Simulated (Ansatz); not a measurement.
## Preparing LiLaO2 (P2_1/c) as a host crystal

Before any defect goes in: LiLaO2 (P2_1/c) at rest, and how it screens a charge.

Method: plane-wave PAW DFT, PBEsol; relaxation of the host's cell and atoms, in the first sound run; inputs show where later runs differ, in Ansatz 0.2.0.

**1. The starting structure**

Symmetry: P2_1/c, No. 14, monoclinic system. The conventional cell has a = 5.927 Å, b = 6.239 Å, c = 5.895 Å, α = 90.00°, β = 102.90°, γ = 90.00°. Li has 4 O at 1.94 to 2.25 Å nearest. Nearest to La lie 7 O at 2.45 to 2.57 Å. Nearest to O lie 2 Li at 2.17 to 2.25 Å and 4 La at 2.48 to 2.57 Å. Nearest to O lie 2 Li at 1.94 to 2.00 Å and 3 La at 2.45 to 2.55 Å. Farther neighbours and most contacts between anions are not listed.

**2. Host cell relaxation**

Lattice and positions are set free, within the symmetry that the program keeps.

Input file cell/input.yaml:

```yaml
crystal:
  lattice:
    - [5.9268946, 0.0, 0.0]
    - [0.0, 6.239226, 0.0]
    - [-1.3158085, 0.0, 5.7464419]
  atoms:
    - { symbol: Li, position: [0.345075, 0.361142, 0.327018] }
    - { symbol: Li, position: [0.654925, 0.861142, 0.172982] }
    - { symbol: Li, position: [0.654925, 0.638858, 0.672982] }
    - { symbol: Li, position: [0.345075, 0.138858, 0.827018] }
    - { symbol: La, position: [0.799992, 0.431563, 0.194215] }
    - { symbol: La, position: [0.200008, 0.931563, 0.305785] }
    - { symbol: La, position: [0.200008, 0.568437, 0.805785] }
    - { symbol: La, position: [0.799992, 0.068437, 0.694215] }
    - { symbol: O, position: [0.08706, 0.239367, 0.013374] }
    - { symbol: O, position: [0.91294, 0.739367, 0.486626] }
    - { symbol: O, position: [0.91294, 0.760633, 0.986626] }
    - { symbol: O, position: [0.08706, 0.260633, 0.513374] }
    - { symbol: O, position: [0.571821, 0.367821, 0.791681] }
    - { symbol: O, position: [0.428179, 0.867821, 0.708319] }
    - { symbol: O, position: [0.428179, 0.632179, 0.208319] }
    - { symbol: O, position: [0.571821, 0.132179, 0.291681] }
basis:
  ecutwfc: 420
  xc_grid: 2
hamiltonian:
  xc: pbesol
kpoints:
  mp_grid: { grid: [5, 5, 5] }
scf:
  occupations: { method: fixed }
  max_iter: 100
relax:
  f_tol: 0.005
  max_steps: 60
  cell: {}
output:
  forces: true
  stress: true
checkpoint:
  write: "../cell.run"
  compress: false
  write_wavefunctions: false
  write_every: 100000
```

The run is started by

```console
$ ansatz run input.yaml --threads 4 --pin off --max-ram 7536MiB --backend cpu --events-out ev --progress --plain --runs-dir out
```

Numbers of over 12 decimals in the logs are rounded to 6 here.

Output:

```text
[... repeated set-up lines and file paths are left out, and long positions are rounded to six places ...]
Engine: ansatz 0.2.0, aarch64-unknown-linux-gnu
Pseudopotentials: kind: paw
Pseudopotential: Li, paw, valence charge 3, recommended cutoff 420 eV (normal), Li.paw.azcp
Pseudopotential: La, paw, valence charge 11, recommended cutoff 420 eV (normal), La.paw.azcp
Pseudopotential: O, paw, valence charge 6, recommended cutoff 420 eV (normal), O.paw.azcp
Functional definition: PBEsol
  exchange = pbesol_x
  correlation = pbesol_c
Crystal: 16 atoms, lattice volume = 212.499 Å³
Basis set: ecut = 420 eV, 4151 PW (Γ), exchange–correlation on 80×90×80 points (8 copies of the dense FFT grid, shifted against one another)
Bands: 68, of which v1, the nominal top of the filled ones, is band 52 counted from 1 (51 counted from 0)
Symmetry: 4 space group operations
Space group: P21/c (ITA 14), of the structure as read, at distance tolerance 6.0e-5 Å
k-points: 39 of 125
Non-local potential: Li, projectors of the file, l = 0: 3, l = 1: 2, l = 2: 1
Non-local potential: La, projectors of the file, l = 0: 3, l = 1: 2, l = 2: 2, l = 3: 3
Non-local potential: O, projectors of the file, l = 0: 2, l = 1: 2, l = 2: 1
PAW form: soft (Blöchl's): semilocal exchange-correlation on the pseudo side does not see the compensation charge
PAW frozen core: La, regenerated for the run's functional, and the local potential with it (the file was generated under x = pbe(κ = 0.804, μ = 0.219515), c = pbe(β = 0.066725))
PAW frozen core: O, regenerated for the run's functional, and the local potential with it (the file was generated under x = pbe(κ = 0.804, μ = 0.219515), c = pbe(β = 0.066725))
PAW one-centre angular grid: Li, 110 points (default); XC on 64 Gauss nodes
PAW one-centre angular grid: La, 590 points (default); XC on 64 Gauss nodes
PAW one-centre angular grid: O, 110 points (default); XC on 64 Gauss nodes
Initial density: superposition of atomic densities (neutral atoms: chi_scale 0, normalization atom), corrected by the library's trained network
Initial wavefunctions: pseudopotential atomic-orbital guess
Functional: x = pbesol(κ = 0.804, μ = 0.123457), c = pbesol(β = 0.046)
SCF iter   1: F=—  HF=-29969.119191 eV  |F-HF|=—  |Δ(HF+E_count)|=         —  Δρ=1.51e-2  dr2=4.40e-1  ethr=1.77e-3  ⟨swp⟩=5.7  Hψ=9258  notcnv=0  defer=531
preconditioner: auto → Resta (q_TF=auto, 2.422 Å⁻¹)  ε∞=5.0  [insulator: Δε(μ)=3.524 eV  Ē_g=11.957 eV  n_scr=52 (ndim 8)  ℏωp=23.9 eV  f_vac=0.000  ε∞_Penn≈5.0]
SCF iter   2: F=—  HF=-29969.033693 eV  |F-HF|=—  |Δ(HF+E_count)|=   8.55e-2  Δρ=5.39e-3  dr2=4.38e-2  ethr=4.23e-4  ⟨swp⟩=3.0  Hψ=5879  notcnv=0  defer=527
SCF iter   3: F=—  HF=-29969.024649 eV  |F-HF|=—  |Δ(HF+E_count)|=   9.04e-3  Δρ=1.35e-3  dr2=3.19e-3  ethr=4.21e-5  ⟨swp⟩=3.2  Hψ=3445  notcnv=0  defer=311
automatic band count: iteration 3 solves 62 bands in place of 68: the levels show a gap, and the empty bands left out lie too high to hold charge; the band table lists the bands solved (type scf.n_extra_bands for more)
SCF iter   4: F=—  HF=-29969.024944 eV  |F-HF|=—  |Δ(HF+E_count)|=   2.95e-4  Δρ=3.04e-4  dr2=1.96e-4  ethr=3.07e-6  ⟨swp⟩=3.3  Hψ=4401  notcnv=0  defer=312
SCF iter   5: F=—  HF=-29969.025010 eV  |F-HF|=—  |Δ(HF+E_count)|=   6.56e-5  Δρ=3.21e-4  dr2=1.91e-4  ethr=1.89e-7  ⟨swp⟩=2.0  Hψ=3998  notcnv=0  defer=312
SCF iter   6: F=—  HF=-29969.024978 eV  |F-HF|=—  |Δ(HF+E_count)|=   3.13e-5  Δρ=4.27e-5  dr2=3.54e-6  ethr=1.84e-7  ⟨swp⟩=2.0  Hψ=3179  notcnv=0  defer=302
SCF iter   7: F=—  HF=-29969.024997 eV  |F-HF|=—  |Δ(HF+E_count)|=   1.86e-5  Δρ=1.57e-5  dr2=6.06e-7  ethr=3.40e-9  ⟨swp⟩=2.0  Hψ=4056  notcnv=0  defer=284
SCF iter   8: F=-29969.024997 eV  HF=-29969.024997 eV  |F-HF|=7.36e-9  |Δ(HF+E_count)|=   3.67e-7  Δρ=2.86e-6  dr2=1.96e-8  ethr=9.62e-11  ⟨swp⟩=3.0  Hψ=9994  notcnv=0
SCF 1 converged in 8 iterations: F = -29969.024997 eV  dr2 = 1.96e-8
  greatest PAW one-centre occupation: 1.000 electrons in one spin orbital (limit 2), on the Li atom at site 3 (counted from 0), in its partial waves of l = 0
relax step   1: F+E_penalty+E_count = -29969.02499743 eV  Δ(F+E_penalty+E_count) = +0.000e0 eV  max|allowed force component| = 1.003e-1 eV/Å  Δτ_max = 0.0000 Å  P = -4.760 GPa  Ω = 212.499 Å³  (8 SCF iters, dr2 threshold 1.00e-7 eV, accepted)
[... the SCF cycles and remarks between the steps are left out from here to the last step ...]
relax step   2: F+E_penalty+E_count = -29968.97042899 eV  Δ(F+E_penalty+E_count) = +5.457e-2 eV  max|allowed force component| = 4.531e-1 eV/Å  Δτ_max = 0.0568 Å  P = +6.160 GPa  Ω = 197.003 Å³  energy of the carried Pulay correction = +4.798e-2 eV  (7 SCF iters, dr2 threshold 1.60e-6 eV, rejected (line search))
relax step   3: F+E_penalty+E_count = -29969.16699926 eV  Δ(F+E_penalty+E_count) = -1.420e-1 eV  max|allowed force component| = 1.136e-1 eV/Å  Δτ_max = 0.0151 Å  P = -0.407 GPa  Ω = 205.136 Å³  energy of the carried Pulay correction = +2.236e-2 eV  (10 SCF iters, accepted)
relax step   4: F+E_penalty+E_count = -29969.16030199 eV  Δ(F+E_penalty+E_count) = +6.697e-3 eV  max|allowed force component| = 2.158e-1 eV/Å  Δτ_max = 0.0372 Å  P = +0.158 GPa  Ω = 203.969 Å³  energy of the carried Pulay correction = +2.597e-2 eV  (7 SCF iters, dr2 threshold 1.60e-6 eV, rejected (line search))
relax step   5: F+E_penalty+E_count = -29969.17803278 eV  Δ(F+E_penalty+E_count) = -1.103e-2 eV  max|allowed force component| = 3.861e-2 eV/Å  Δτ_max = 0.0179 Å  P = +0.057 GPa  Ω = 204.384 Å³  energy of the carried Pulay correction = +2.468e-2 eV  (9 SCF iters, accepted)
relax step   6: F+E_penalty+E_count = -29969.18181306 eV  Δ(F+E_penalty+E_count) = -3.780e-3 eV  max|allowed force component| = 6.492e-2 eV/Å  Δτ_max = 0.0244 Å  P = +0.032 GPa  Ω = 204.524 Å³  energy of the carried Pulay correction = +2.425e-2 eV  (7 SCF iters, dr2 threshold 9.32e-8 eV, accepted)
relax step   7: F+E_penalty+E_count = -29969.18367687 eV  Δ(F+E_penalty+E_count) = -1.864e-3 eV  max|allowed force component| = 2.405e-2 eV/Å  Δτ_max = 0.0463 Å  P = +0.027 GPa  Ω = 204.920 Å³  energy of the carried Pulay correction = +2.302e-2 eV  (7 SCF iters, dr2 threshold 2.63e-7 eV, accepted)
relax step   8: F+E_penalty+E_count = -29969.18345484 eV  Δ(F+E_penalty+E_count) = +2.220e-4 eV  max|allowed force component| = 2.195e-2 eV/Å  Δτ_max = 0.0150 Å  P = +0.011 GPa  Ω = 205.205 Å³  energy of the carried Pulay correction = +2.214e-2 eV  (7 SCF iters, dr2 threshold 1.06e-7 eV, accepted)
relax step   9: F+E_penalty+E_count = -29969.18448757 eV  Δ(F+E_penalty+E_count) = -1.033e-3 eV  max|allowed force component| = 5.143e-3 eV/Å  Δτ_max = 0.0088 Å  P = +0.011 GPa  Ω = 205.124 Å³  energy of the carried Pulay correction = +2.239e-2 eV  (7 SCF iters, dr2 threshold 3.01e-8 eV, accepted)
relax step  10: F+E_penalty+E_count = -29969.18448658 eV  Δ(F+E_penalty+E_count) = +9.906e-7 eV  max|allowed force component| = 4.135e-3 eV/Å  Δτ_max = 0.0018 Å  P = -0.011 GPa  Ω = 205.132 Å³  energy of the carried Pulay correction = +2.237e-2 eV  (7 SCF iters, dr2 threshold 1.65e-9 eV, accepted)
relax step  11: F+E_penalty+E_count = -29969.16619178 eV  Δ(F+E_penalty+E_count) = +1.829e-2 eV  max|allowed force component| = 4.121e-3 eV/Å  Δτ_max = 0.0000 Å  P = -0.178 GPa  Ω = 205.132 Å³  stress off target by 2.18e-1 GPa  SCF on the basis re-selected at this cell (its energy is not comparable with the rows above)  (7 SCF iters)
relax step  12: F+E_penalty+E_count = -29969.16736915 eV  Δ(F+E_penalty+E_count) = -1.177e-3 eV  max|allowed force component| = 3.571e-3 eV/Å  Δτ_max = 0.0019 Å  P = +0.001 GPa  Ω = 204.811 Å³  energy of the carried Pulay correction = +9.830e-4 eV  (5 SCF iters, dr2 threshold 1.19e-7 eV, accepted)
iter 1 solved again at ethr=1.77e-8 eV; its pass at ethr=3.10e-3 eV (dr2=1.84e-5 eV) is discarded
SCF iter   1: F=—  HF=-29969.166589 eV  |F-HF|=—  |Δ(HF+E_count)|=         —  Δρ=1.35e-5  dr2=9.52e-8  ethr=1.77e-8  ⟨swp⟩=3.3  Hψ=16518  notcnv=0  defer=546
SCF iter   2: F=—  HF=-29969.166464 eV  |F-HF|=—  |Δ(HF+E_count)|=   1.24e-4  Δρ=6.03e-6  dr2=2.51e-8  ethr=9.15e-11  ⟨swp⟩=2.0  Hψ=4234  notcnv=0  defer=541
SCF iter   3: F=—  HF=-29969.166464 eV  |F-HF|=—  |Δ(HF+E_count)|=   1.00e-8  Δρ=3.25e-6  dr2=3.53e-9  ethr=2.41e-11  ⟨swp⟩=2.0  Hψ=3141  notcnv=0  defer=541
SCF iter   4: F=—  HF=-29969.166464 eV  |F-HF|=—  |Δ(HF+E_count)|=   5.06e-9  Δρ=1.40e-6  dr2=9.06e-10  ethr=3.39e-12  ⟨swp⟩=2.0  Hψ=4180  notcnv=0  defer=541
SCF iter   5: F=-29969.166464 eV  HF=-29969.166464 eV  |F-HF|=4.00e-11  |Δ(HF+E_count)|=   1.01e-9  Δρ=3.55e-7  dr2=1.06e-10  ethr=1.00e-12  ⟨swp⟩=3.0  Hψ=9927  notcnv=0
SCF 13 converged in 5 iterations: F = -29969.166464 eV  dr2 = 1.06e-10
relax step  13: F+E_penalty+E_count = -29969.16646441 eV  Δ(F+E_penalty+E_count) = +9.047e-4 eV  max|allowed force component| = 3.547e-3 eV/Å  Δτ_max = 0.0000 Å  P = -0.004 GPa  Ω = 204.811 Å³  stress off target by 1.54e-2 GPa  SCF on the basis re-selected at this cell (its energy is not comparable with the rows above)  (5 SCF iters)
basis re-selected at this cell: Δ(F+E_penalty+E_count) = +9.047e-4 eV, ΔP = -0.005 GPa vs the last step (what re-selecting the basis moved, of the pressure what is left beyond the Pulay correction that the steps carried, after the strain that the cell walked [...]
SCF converged after 5 iterations
Free energy (F): -29969.166464 eV
Harris-Foulkes:  -29969.166464 eV  (|F-HF|=4.00e-11)
Internal energy: -29969.166464 eV  (E = F + TS)
E sigma→0 (E₀):  -29969.166464 eV
Fermi energy:    8.693204 eV
--- Per-component energies (eV) ---
  E_band       = -316.137403
  E_kinetic    = 2267.920725
  E_local      = -4017.041042  (includes V_loc(G=0)·N_el)
  E_nonlocal   = 646.249545
  E_hartree    = 1394.307910
  E_xc         = -1190.090628
  E_vxc        = -1407.018410  (∫ρ·V_xc dr)
  E_paw        = -22613.970354  (= ΣΔE_a)
  E_vpaw       = -594.883457  (= ΣTr[D̂ρ^β])
  E_aug_tail   = 0.019340  (compensation charges beyond the density's cutoff)
  E_ewald      = -6457.522301
  E_core_change = 0.960341  (= ΣΔE_core)
  E_smearing   = -0.000000  (= −TS)
  E_closure    = 0.000000  (closes the sum)
  Σ components = -29969.166464   (vs F -29969.166464, Δ=0.00e0)
--- Forces (eV/Å), atoms counted from 1 ---
  atom   1  Li     0.00010595     0.00008069     0.00119958
  atom   2  Li    -0.00010595     0.00008069    -0.00119958
  atom   3  Li    -0.00010595    -0.00008069    -0.00119958
  atom   4  Li     0.00010595    -0.00008069     0.00119958
  atom   5  La     0.00030775     0.00160830     0.00354750
  atom   6  La    -0.00030775     0.00160830    -0.00354750
  atom   7  La    -0.00030775    -0.00160830    -0.00354750
  atom   8  La     0.00030775    -0.00160830     0.00354750
  atom   9  O      0.00031037     0.00117840     0.00160917
  atom  10  O     -0.00031037     0.00117840    -0.00160917
  atom  11  O     -0.00031037    -0.00117840    -0.00160917
  atom  12  O      0.00031037    -0.00117840     0.00160917
  atom  13  O     -0.00227215     0.00019921     0.00072767
  atom  14  O      0.00227215     0.00019921    -0.00072767
  atom  15  O      0.00227215    -0.00019921    -0.00072767
  atom  16  O     -0.00227215    -0.00019921     0.00072767
  max |Σ_I F_I| component: 4.34e-19 eV/Å
--- Stress (GPa, compression-positive) ---
       -0.015057       0.000000       0.001789
        0.000000       0.007927       0.000000
        0.001788       0.000000      -0.004750
  P = ⅓ Tr σ = -0.0040 GPa (-0.040 kbar)
--- Relaxed structure (11 steps of the walk, 9 accepted, 2 SCFs on fresh bases) ---
  F+E_penalty+E_count = -29969.16646441 eV   max|allowed force component| = 3.547e-3 eV/Å   (the final SCF, on the basis selected at the relaxed cell)
  cell:  # Å, volume = 204.8113 Å³
    - [5.829787, 0.0, 0.023014]
    - [0.0, 6.158693, 0.0]
    - [-1.271937, 0.0, 5.699414]
  atoms:
    - { symbol: Li, position: [0.335412, 0.359040, 0.312369] }
    - { symbol: Li, position: [0.664588, 0.859040, 0.187631] }
    - { symbol: Li, position: [0.664588, 0.640960, 0.687631] }
    - { symbol: Li, position: [0.335412, 0.140960, 0.812369] }
    - { symbol: La, position: [0.798441, 0.429623, 0.197314] }
    - { symbol: La, position: [0.201559, 0.929623, 0.302686] }
    - { symbol: La, position: [0.201559, 0.570377, 0.802686] }
    - { symbol: La, position: [0.798441, 0.070377, 0.697314] }
    - { symbol: O, position: [0.089905, 0.239482, 0.015104] }
    - { symbol: O, position: [0.910095, 0.739482, 0.484896] }
    - { symbol: O, position: [0.910095, 0.760518, 0.984896] }
    - { symbol: O, position: [0.089905, 0.260518, 0.515104] }
    - { symbol: O, position: [0.573024, 0.369592, 0.796974] }
    - { symbol: O, position: [0.426976, 0.869592, 0.703026] }
    - { symbol: O, position: [0.426976, 0.630408, 0.203026] }
    - { symbol: O, position: [0.573024, 0.130408, 0.296974] }
```

It took 87 s on 4 threads of Arm Neoverse V2, shared host; peak memory 0.96 GiB; 5.7 min of CPU time.

Step by step:

```csv
step,energy less that of the first step (eV),largest force component (eV/Å),pressure (GPa),volume (Å³)
1,0.0000,0.1003,-4.76,212.50
2,0.0546,0.4531,6.16,197.00
3,-0.1420,0.1136,-0.41,205.14
4,-0.1353,0.2158,0.16,203.97
5,-0.1530,0.0386,0.06,204.38
6,-0.1568,0.0649,0.03,204.52
7,-0.1587,0.0240,0.03,204.92
8,-0.1585,0.0219,0.01,205.20
9,-0.1595,0.0051,0.01,205.12
10,-0.1595,0.0041,-0.01,205.13
11,-0.1412,0.0041,-0.18,205.13
12,-0.1424,0.0036,0.00,204.81
13*,-0.1415,0.0035,0.00,204.81
```

Relaxation steps marked * repeat the geometry before them on a plane-wave basis chosen anew for their cell, so energy and pressure can jump there. The log counts 2 steps on a newly chosen plane-wave basis, not all of them marked here; energy and pressure can jump at such steps. Relaxation steps 2, 4 were tried and not accepted.

The run keeps the 4 symmetry operations that it works with, so distortions that break them were not tested.

```csv
cell as run,before,after,change
a (Å),5.927,5.830,-1.6 %
b (Å),6.239,6.159,-1.3 %
c (Å),5.895,5.840,-0.9 %
β (°),102.90,102.35,-0.5 %
volume (Å³/atom),13.28,12.80,-3.6 %
```

The atoms that moved most (Å, as changes of fractional coordinates times the final cell):

```csv
atom,dx,dy,dz,length
Li3,0.038,0.013,0.084,0.093
Li1,-0.038,-0.013,-0.084,0.093
Li2,0.038,-0.013,0.084,0.093
Li4,-0.038,0.013,-0.084,0.093
O14,0.000,0.011,-0.030,0.032
O13,0.000,0.011,0.030,0.032
O15,0.000,-0.011,-0.030,0.032
O16,0.000,-0.011,0.030,0.032
```

This step gave:

```yaml
pressure: -0.003960 GPa
```

The relaxation ends with a largest force component of 0.0035 eV/Å and a pressure of 0.00 GPa.

(Part 1 of 4 ends here.)

[Logs are printed without paths, hosts, clocks, repeated set-up lines and the standing remarks that a program may print on its own settings, such as how far it seeks lower states.]

[Hosts, paths, dates, database ids (printed as entryN), source tags and the programs' standing remarks are cut or masked in the printed files.]

[Runs of the host that timed out are not shown.]

[For some hosts the program warned that the k-mesh of the response run may be too coarse for force constants and the static dielectric constant; such warnings are not always shown.]
